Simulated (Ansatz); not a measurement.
# MgSiS3 (model cell, started as cubic perovskite with Si in the octahedra): following an unstable mode, part 2 of 3

Aim: this structure of MgSiS3 (model cell, started as cubic perovskite with Si in the octahedra) is to be tested for unstable modes, and one is followed downhill.

Ansatz 0.2.0; DFT LDA, scalar-relativistic, plane waves, PAW; PAW set soft_1.

So far, highest frequency on the path or at a solved wavevector (cm⁻¹): step 2 (response at finite wavevector) 432. Also lowest frequency on the path (cm⁻¹): step 2 -264.

The structure was built from a prototype and need not be the compound's stable phase.

### Step 3. The mode frozen in, largest atomic shift 0 Å

The mode followed lies at q = (0, 0, -0.5) with frequency 264.1i cm⁻¹, the softest among the wavevectors solved. At small amplitude the distorted cell has space group no. 131 by a symmetry search on the positions. The undistorted cell that holds it gives the zero of energy on the same k mesh.

System of this step: MgSiS3 (model cell, started as cubic perovskite with Si in the octahedra). The structure is cubic, space group Pm-3m (No. 221). Conventional cell: a = 4.469 Å, b = 4.469 Å, c = 4.469 Å, α = 90.00°, β = 90.00°, γ = 90.00°. Nearest to Mg lie 12 S at 3.16 Å. Nearest to Si lie 6 S at 2.23 Å. Nearest to S lie 2 Si at 2.23 Å and 4 Mg at 3.16 Å. Nearest to S lie 2 Si at 2.23 Å and 4 Mg at 3.16 Å. Farther neighbours and most contacts between anions are not listed.

input.yaml

```yaml
crystal:
  lattice:
    - [4.4685187904, 0.0, 0.0]
    - [0.0, 4.4685187904, 0.0]
    - [0.0, 0.0, 8.9370375808]
  atoms:
    - { symbol: Mg, position: [0.0, 0.0, 0.0] }
    - { symbol: Mg, position: [0.0, 0.0, 0.5] }
    - { symbol: Si, position: [0.5, 0.5, 0.25] }
    - { symbol: Si, position: [0.5, 0.5, 0.75] }
    - { symbol: S, position: [0.5, 0.5, 0.0] }
    - { symbol: S, position: [0.5, 0.5, 0.5] }
    - { symbol: S, position: [0.5, 0.0, 0.25] }
    - { symbol: S, position: [0.5, 0.0, 0.75] }
    - { symbol: S, position: [0.0, 0.5, 0.25] }
    - { symbol: S, position: [0.0, 0.5, 0.75] }
kpoints:
  mp_grid: { grid: [8, 8, 4] }
hamiltonian:
  xc: lda
  pseudopotentials: { kind: paw, azcp: { folder: soft_1 }, xc_functional: pbe }
scf:
  occupations: { method: methfessel_paxton, width: 0.2 }
output:
  forces: true
  stress: true
  eigenvalues: true
```

The run is started by

```console
> ansatz run input.yaml --threads 4 --pin off --max-ram 16384MiB --backend cpu --events-out ev --progress --plain --runs-dir out
```

Numbers of over 12 decimals in the logs are rounded to 6 here.

The program printed:

```text
[...]
Crystal: 10 atoms, lattice volume = 178.452 Å³
Basis set: ecut = 420 eV, 3493 PW (Γ)
Bands: 42, of which v1, the nominal top of the filled ones, is band 32 counted from 1 (31 counted from 0)
Symmetry: 32 space group operations
[...]
k-points: 45 of 256
[...]
k-point 0: bands = [... 28 lower, 6.1034, 6.1034, 6.1034, 6.1888, 6.1888, 8.3235, 8.4819, 8.8126, ... 5 higher]
  k-point 1: bands = [... 28 lower, 5.8485, 6.0814, 6.0814, 6.1687, 6.1687, 6.7993, 9.0371, 10.2980, ... 5 higher]
  k-point 2: bands = [... 28 lower, 5.5164, 5.5164, 6.1221, 6.1221, 6.1221, 6.1221, 10.0278, 10.0278, ... 5 higher]
  k-point 44: bands = [... 28 lower, 6.6906, 6.6906, 7.6697, 7.6697, 7.8226, 7.8226, 10.1075, 10.1075, ... 5 higher]
[key lines of the parts left out:]
SCF converged after 8 iterations
Free energy (F): -10240.519765 eV
Fermi energy:    7.276202 eV
P = ⅓ Tr σ = 0.0042 GPa (0.042 kbar)
```

Elapsed: 5.2 s, on 4 threads of Arm Neoverse V1, shared host; peak memory 0.58 GiB; 20 s of CPU time.

Numbers from this step:

```
pressure                         : 0.004215 GPa
energy from the undistorted cell : 0 meV/atom
```

The run ends at a pressure of 0.00 GPa.

### Step 4. The mode frozen in, largest atomic shift 0.6 Å

The atoms are moved along the unstable eigenvector, the largest shift by 0.6 Å, with the cell fixed.

input.yaml, the sections that differ from step 3:

```yaml
crystal:
  lattice:
    - [4.4685187904, 0.0, 0.0]
    - [0.0, 4.4685187904, 0.0]
    - [0.0, 0.0, 8.9370375808]
  atoms:
    - { symbol: Mg, position: [0.0, 0.0, 0.0] }
    - { symbol: Mg, position: [0.0, 0.0, 0.5] }
    - { symbol: Si, position: [0.5, 0.5, 0.25] }
    - { symbol: Si, position: [0.5, 0.5, 0.75] }
    - { symbol: S, position: [0.5, 0.5, 0.0] }
    - { symbol: S, position: [0.5, 0.5, 0.5] }
    - { symbol: S, position: [0.5, 0.0, 0.1828636593] }
    - { symbol: S, position: [0.5, 0.0, 0.8171363407] }
    - { symbol: S, position: [0.0, 0.5, 0.3171363407] }
    - { symbol: S, position: [0.0, 0.5, 0.6828636593] }
# kpoints, hamiltonian, scf, output: as in step 3
```

The program printed:

```text
[...]
Crystal: 10 atoms, lattice volume = 178.452 Å³
Basis set: ecut = 420 eV, 3493 PW (Γ)
Bands: 42, of which v1, the nominal top of the filled ones, is band 32 counted from 1 (31 counted from 0)
Symmetry: 16 space group operations
[...]
k-points: 45 of 256
[...]
k-point 0: bands = [... 28 lower, 6.2743, 6.2743, 6.3426, 6.6341, 6.6341, 8.2826, 9.2101, 9.5738, ... 6 higher]
  k-point 1: bands = [... 28 lower, 6.3164, 6.3164, 6.4551, 6.7440, 6.7440, 8.0553, 8.8330, 9.7559, ... 6 higher]
  k-point 2: bands = [... 28 lower, 6.3324, 6.3324, 6.8257, 6.8257, 7.0532, 7.0532, 9.6239, 9.6239, ... 6 higher]
  k-point 44: bands = [... 28 lower, 6.3973, 6.3973, 7.0340, 7.0340, 10.1748, 10.1748, 10.2570, 10.2570, ... 6 higher]
[key lines of the parts left out:]
SCF converged after 9 iterations
Free energy (F): -10241.938629 eV
Fermi energy:    7.463839 eV
P = ⅓ Tr σ = -0.2865 GPa (-2.865 kbar)
```

It took 5.7 s on 4 threads; peak memory 0.58 GiB.

This step gave:

| Property | Result |
| --- | --- |
| pressure | -0.2865 GPa |
| energy from the undistorted cell | -141.6 meV/atom |

The energy, extrapolated to zero smearing, is -141.60 meV/atom against the undistorted cell.

The run ends at a pressure of -0.29 GPa, with forces up to 0.26 eV/Å.

### Step 5. Energy along the mode, all amplitudes (two of the runs are shown above)

An imaginary frequency means negative curvature, so the energy should fall and then rise again as anharmonic terms take over.

This step gave:

```
depth at the lowest point sampled  : 141.6 meV/atom
largest atomic shift at that point : 0.6 Å
```

Energy from the parent against largest atomic shift:

```csv
largest atomic shift (Å),energy from the parent (meV/atom)
0.000,0
0.040,-2.58
0.080,-8.69
0.140,-21.6
0.220,-47.7
0.320,-87.5
0.450,-129
0.600,-142
```

Displacement at unit largest shift by atom:

| atom | x (Å) | y (Å) | z (Å) | size |
| --- | --- | --- | --- | --- |
| Mg1 | 0.00 | 0.00 | 0.00 | 0.00 |
| Mg2 | 0.00 | 0.00 | 0.00 | 0.00 |
| Si3 | 0.00 | 0.00 | 0.00 | 0.00 |
| Si4 | 0.00 | 0.00 | 0.00 | 0.00 |
| S5 | 0.00 | 0.00 | 0.00 | 0.00 |
| S6 | 0.00 | 0.00 | 0.00 | 0.00 |
| S7 | 0.00 | 0.00 | -1.00 | 1.00 |
| S8 | 0.00 | 0.00 | 1.00 | 1.00 |
| S9 | 0.00 | 0.00 | 1.00 | 1.00 |
| S10 | 0.00 | 0.00 | -1.00 | 1.00 |

The lowest of the steps tried is the last one, at 0.6 Å, 142 meV/atom below the parent; the bottom of the well need not coincide with a step.

### Step 6. Relaxing from the distorted cell

Starting from the lowest point found, all atoms and the cell are let go, so that strain and other modes of the same symmetry can join in.

Edit input.yaml of step 4 so:

```diff
@@ -27 +27,6 @@
   eigenvalues: true
+relax:
+  adjacent_minimum: "off"
+  f_tol: 0.002
+  max_steps: 120
+  cell: { stress_tol: 0.03 }
```

The program printed:

```text
[...]
Crystal: 10 atoms, lattice volume = 178.452 Å³
Basis set: ecut = 420 eV, 3493 PW (Γ)
Bands: 42, of which v1, the nominal top of the filled ones, is band 32 counted from 1 (31 counted from 0)
Symmetry: 16 space group operations
[...]
k-points: 45 of 256
[...]
SCF iter   1: F=—  HF=-10242.399115 eV  |F-HF|=—  |Δ(HF+E_count)|=         —  Δρ=3.66e-2  dr2=1.81e0  ethr=3.10e-3  ⟨swp⟩=9.9  Hψ=10759  notcnv=0
[...]
SCF iter   9: F=-10241.938629 eV  HF=-10241.938629 eV  |F-HF|=2.68e-8  |Δ(HF+E_count)|=   9.34e-8  S|Δr|=    0.00e0  Δρ=3.00e-6  dr2=3.99e-8  ethr=1.56e-10  ⟨swp⟩=14.4  Hψ=10059  notcnv=0
SCF 1 converged in 9 iterations: F = -10241.938629 eV  dr2 = 3.99e-8
[...]
relax step   1: F+E_penalty+E_count = -10241.93862882 eV  Δ(F+E_penalty+E_count) = +0.000e0 eV  max|allowed force component| = 2.570e-1 eV/Å  Δτ_max = 0.0000 Å  P = -0.287 GPa  Ω = 178.452 Å³  (9 SCF iters, dr2 threshold 1.00e-7 eV, accepted)
Crystal: 10 atoms, lattice volume = 177.413 Å³
Basis set: ecut = 420 eV, 3495 PW (Γ)
[...]
SCF iter   6: F=-10242.047504 eV  HF=-10242.047504 eV  |F-HF|=5.02e-8  |Δ(HF+E_count)|=   2.90e-7  S|Δr|=    0.00e0  Δρ=6.26e-6  dr2=9.37e-8  ethr=1.56e-9  ⟨swp⟩=8.5  Hψ=8451  notcnv=0
SCF 2 converged in 6 iterations: F = -10242.047504 eV  dr2 = 9.37e-8
relax step   2: F+E_penalty+E_count = -10242.04750439 eV  Δ(F+E_penalty+E_count) = -1.089e-1 eV  max|allowed force component| = 2.265e-2 eV/Å  Δτ_max = 0.0236 Å  P = -0.012 GPa  Ω = 177.413 Å³  energy of the carried Pulay correction = +2.281e-4 eV  (6 SCF iters, dr2 threshold 1.00e-6 eV, accepted)
Crystal: 10 atoms, lattice volume = 176.962 Å³
Basis set: ecut = 420 eV, 3503 PW (Γ)
[...]
SCF iter   5: F=-10242.090032 eV  HF=-10242.090032 eV  |F-HF|=4.63e-7  |Δ(HF+E_count)|=   3.78e-6  S|Δr|=    0.00e0  Δρ=1.88e-5  dr2=8.61e-7  ethr=1.56e-9  ⟨swp⟩=7.0  Hψ=9907  notcnv=0
SCF 3 converged in 5 iterations: F = -10242.090032 eV  dr2 = 8.61e-7
relax step   3: F+E_penalty+E_count = -10242.09003168 eV  Δ(F+E_penalty+E_count) = -4.253e-2 eV  max|allowed force component| = 5.796e-2 eV/Å  Δτ_max = 0.0120 Å  P = +0.258 GPa  Ω = 176.962 Å³  energy of the carried Pulay correction = +3.276e-4 eV  (5 SCF iters, dr2 threshold 1.00e-6 eV, accepted)
[...]
relax step   4: F+E_penalty+E_count = -10242.09577578 eV  Δ(F+E_penalty+E_count) = -5.744e-3 eV  max|allowed force component| = 4.438e-2 eV/Å  Δτ_max = 0.0255 Å  P = +0.018 GPa  Ω = 177.739 Å³  energy of the carried Pulay correction = +1.564e-4 eV  (5 SCF iters, dr2 threshold 1.00e-6 eV, accepted)
[...]
relax step   5: F+E_penalty+E_count = -10242.09650269 eV  Δ(F+E_penalty+E_count) = -7.269e-4 eV  max|allowed force component| = 1.845e-3 eV/Å  Δτ_max = 0.0076 Å  P = -0.003 GPa  Ω = 177.722 Å³  energy of the carried Pulay correction = +1.602e-4 eV  (5 SCF iters, dr2 threshold 1.23e-7 eV, accepted)
[...]
SCF iter   6: F=-10242.096770 eV  HF=-10242.096770 eV  |F-HF|=1.82e-12  |Δ(HF+E_count)|=  7.28e-12  S|Δr|=    0.00e0  Δρ=6.24e-8  dr2=5.33e-12  ethr=1.00e-12  ⟨swp⟩=8.4  Hψ=7970  notcnv=0
SCF 6 converged in 6 iterations: F = -10242.096770 eV  dr2 = 5.33e-12
relax step   6: F+E_penalty+E_count = -10242.09677034 eV  Δ(F+E_penalty+E_count) = -2.677e-4 eV  max|allowed force component| = 1.605e-3 eV/Å  Δτ_max = 0.0000 Å  P = +0.001 GPa  Ω = 177.722 Å³  stress off target by 1.56e-2 GPa  SCF on the basis re-selected at this cell (its energy is not comparable with the rows above)  (6 SCF iters)
basis re-selected at this cell: Δ(F+E_penalty+E_count) = -2.677e-4 eV, ΔP = +0.004 GPa vs the last step (what re-selecting the basis moved, of the pressure what is left beyond the Pulay correction that the steps carried, after the strain that the cell walked since its last selection, with what the two solves' SCF thresholds leave and, on support functions, any second-order correction that the steps lacked; it is no measure of the basis error at this ecutwfc). The dense FFT grid was sized anew with the basis: this SCF ran on 30×30×64 points, the steps before it on 30×30×60, so part of this shift can come from that change (see relax.cell in the input reference). [rest of the remark cut]
SCF converged after 6 iterations
[...]
Free energy (F): -10242.096770 eV
[...]
Internal energy: -10242.087904 eV  (E = F + TS)
E sigma→0 (E₀):  -10242.094554 eV
Entropy (-TS):   -0.008866 eV (-0.887 meV/atom)
Fermi energy:    7.689823 eV
[...]
--- Forces (eV/Å), atoms counted from 1 ---
  atom   1  Mg    -0.00000000     0.00000000    -0.00000000
  atom   2  Mg    -0.00000000    -0.00000000     0.00000000
  atom   3  Si    -0.00000000     0.00000000     0.00000000
  atom   4  Si     0.00000000     0.00000000    -0.00000000
  atom   5  S     -0.00000000    -0.00000000    -0.00000000
  atom   6  S     -0.00000000    -0.00000000     0.00000000
  atom   7  S      0.00000000     0.00000000     0.00160508
  atom   8  S     -0.00000000     0.00000000    -0.00160508
  atom   9  S     -0.00000000     0.00000000    -0.00160508
  atom  10  S      0.00000000     0.00000000     0.00160508
  max |Σ_I F_I| component: 1.73e-18 eV/Å
--- Stress (GPa, compression-positive) ---
       -0.006855      -0.000000      -0.000000
       -0.000000      -0.006855      -0.000000
       -0.000000      -0.000000       0.015589
  P = ⅓ Tr σ = 0.0006 GPa (0.006 kbar)
--- Band table (eV; the first three rows and the last of 45) ---
  k-point 0: bands = [... 28 lower, 6.1962, 6.3157, 6.3867, 6.7060, 6.7060, 8.3451, 8.7038, 9.3771, ... 6 higher]
  k-point 1: bands = [... 28 lower, 6.4269, 6.4269, 6.6308, 6.7263, 6.7263, 7.9330, 8.8571, 9.5735, ... 6 higher]
  k-point 2: bands = [... 28 lower, 6.5388, 6.5388, 6.7630, 6.7630, 7.1350, 7.1350, 9.5729, 9.5729, ... 6 higher]
  k-point 44: bands = [... 28 lower, 6.6441, 6.6441, 7.3237, 7.3237, 10.2110, 10.2110, 10.7384, 10.7384, ... 6 higher]
--- Relaxed structure (5 steps of the walk, 5 accepted, 1 SCFs on fresh bases) ---
  F+E_penalty+E_count = -10242.09677034 eV   max|allowed force component| = 1.605e-3 eV/Å   (the final SCF, on the basis selected at the relaxed cell)
  cell:  # Å, volume = 177.7217 Å³
    - [4.369125, 0, 0.0]
    - [0, 4.369125, 0.0]
    - [0.0, 0.0, 9.310038]
  atoms:
    - { symbol: Mg, position: [0, 0, 0] }
    - { symbol: Mg, position: [0, 0, 0.500000] }
    - { symbol: Si, position: [0.5, 0.5, 0.250000] }
    - { symbol: Si, position: [0.5, 0.5, 0.750000] }
    - { symbol: S, position: [0.5, 0.5, 0] }
    - { symbol: S, position: [0.5, 0.5, 0.500000] }
    - { symbol: S, position: [0.5, 0, 0.182158] }
    - { symbol: S, position: [0.5, 0, 0.817842] }
    - { symbol: S, position: [0, 0.5, 0.317842] }
    - { symbol: S, position: [0, 0.5, 0.682158] }
```

The job ended after 31 s (4 threads; peak memory 0.62 GiB).

Relaxation path:

```
step  energy less that of the first step (eV)  largest force component (eV/Å)  pressure (GPa)  volume (Å³)
   1                                   0.0000                          0.2570           -0.29       178.45
   2                                  -0.1089                          0.0227           -0.01       177.41
   3                                  -0.1514                          0.0580            0.26       176.96
   4                                  -0.1571                          0.0444            0.02       177.74
   5                                  -0.1579                          0.0018            0.00       177.72
  6*                                  -0.1581                          0.0016            0.00       177.72
```

Relaxation steps marked * repeat the geometry before them on a plane-wave basis chosen anew for their cell, so energy and pressure can jump there.

Forces are held to the 16 operations that the run works with; a distortion that breaks them can't arise in this run.

| conventional cell, symmetrised | before | after | change |
| --- | --- | --- | --- |
| a (Å) | 4.469 | 4.369 | -2.2 % |
| b (Å) | 4.469 | 4.369 | -2.2 % |
| c (Å) | 8.937 | 9.310 | +4.2 % |
| volume (Å³/atom) | 17.85 | 17.77 | -0.4 % |

Numbers from this step:

```
pressure        : 6.27e-4 GPa
volume per atom : 17.77 Å³
```

The distorted start has space group P4_2/mmc; the relaxation ends in P4_2/mmc.

### Step 7. The new phase in its own primitive cell

The relaxed structure is symmetrised, reduced to its primitive cell and relaxed tightly, as its phonons need.

input.yaml, the sections that differ from step 6:

```yaml
crystal:
  lattice:
    - [4.3691251049, 0.0, 0.0]
    - [0.0, 4.3691251049, 0.0]
    - [0.0, 0.0, 9.31003751]
  atoms:
    - { symbol: Mg, position: [0.0, 0.0, 0.0] }
    - { symbol: Mg, position: [0.0, 0.0, 0.5] }
    - { symbol: Si, position: [0.5, 0.5, 0.25] }
    - { symbol: Si, position: [0.5, 0.5, 0.75] }
    - { symbol: S, position: [0.5, 0.5, 0.0] }
    - { symbol: S, position: [0.5, 0.5, 0.5] }
    - { symbol: S, position: [0.5, 0.0, 0.1821578682] }
    - { symbol: S, position: [0.5, 0.0, 0.8178421318] }
    - { symbol: S, position: [0.0, 0.5, 0.3178421318] }
    - { symbol: S, position: [0.0, 0.5, 0.6821578682] }
relax:
  adjacent_minimum: "off"
  f_tol: 0.001
  max_steps: 60
  cell: { stress_tol: 0.01 }
# kpoints, hamiltonian, scf, output: as in step 6
```

The program printed:

```text
[...]
Crystal: 10 atoms, lattice volume = 177.722 Å³
Basis set: ecut = 420 eV, 3503 PW (Γ)
Bands: 42, of which v1, the nominal top of the filled ones, is band 32 counted from 1 (31 counted from 0)
Symmetry: 16 space group operations
[...]
k-points: 45 of 256
[...]
- { symbol: Mg, position: [0, 0, 0.500000] }
    - { symbol: Si, position: [0.500000, 0.500000, 0.250000] }
    - { symbol: Si, position: [0.500000, 0.500000, 0.750000] }
    - { symbol: S, position: [0.500000, 0.500000, 0] }
    - { symbol: S, position: [0.500000, 0.500000, 0.500000] }
    - { symbol: S, position: [0.500000, 0, 0.182177] }
    - { symbol: S, position: [0.500000, 0, 0.817823] }
    - { symbol: S, position: [0, 0.500000, 0.317823] }
    - { symbol: S, position: [0, 0.500000, 0.682177] }
[key lines of the parts left out:]
SCF converged after 6 iterations
Free energy (F): -10242.096772 eV
Fermi energy:    7.689660 eV
P = ⅓ Tr σ = -0.0007 GPa (-0.007 kbar)
```

It took 16 s on 4 threads; peak memory 0.62 GiB.

Little changed from the start: no atom moved by 0.005 Å and no cell edge by 0.1 %.

This step gave:

```yaml
pressure: -7.22e-4 GPa
```

The largest force component left is 0.15 meV/Å and the pressure is -0.001 GPa, within the tolerances set. The cell now holds 17.77 Å³/atom.

(Continued in part 3 of 3.)

[Logs are printed without paths, hosts, clocks, repeated set-up lines and the standing remarks that a program may print on its own settings, such as how far it seeks lower states.]

[Hosts, paths, dates, database ids (printed as entryN), source tags and the programs' standing remarks are cut or masked in the printed files.]
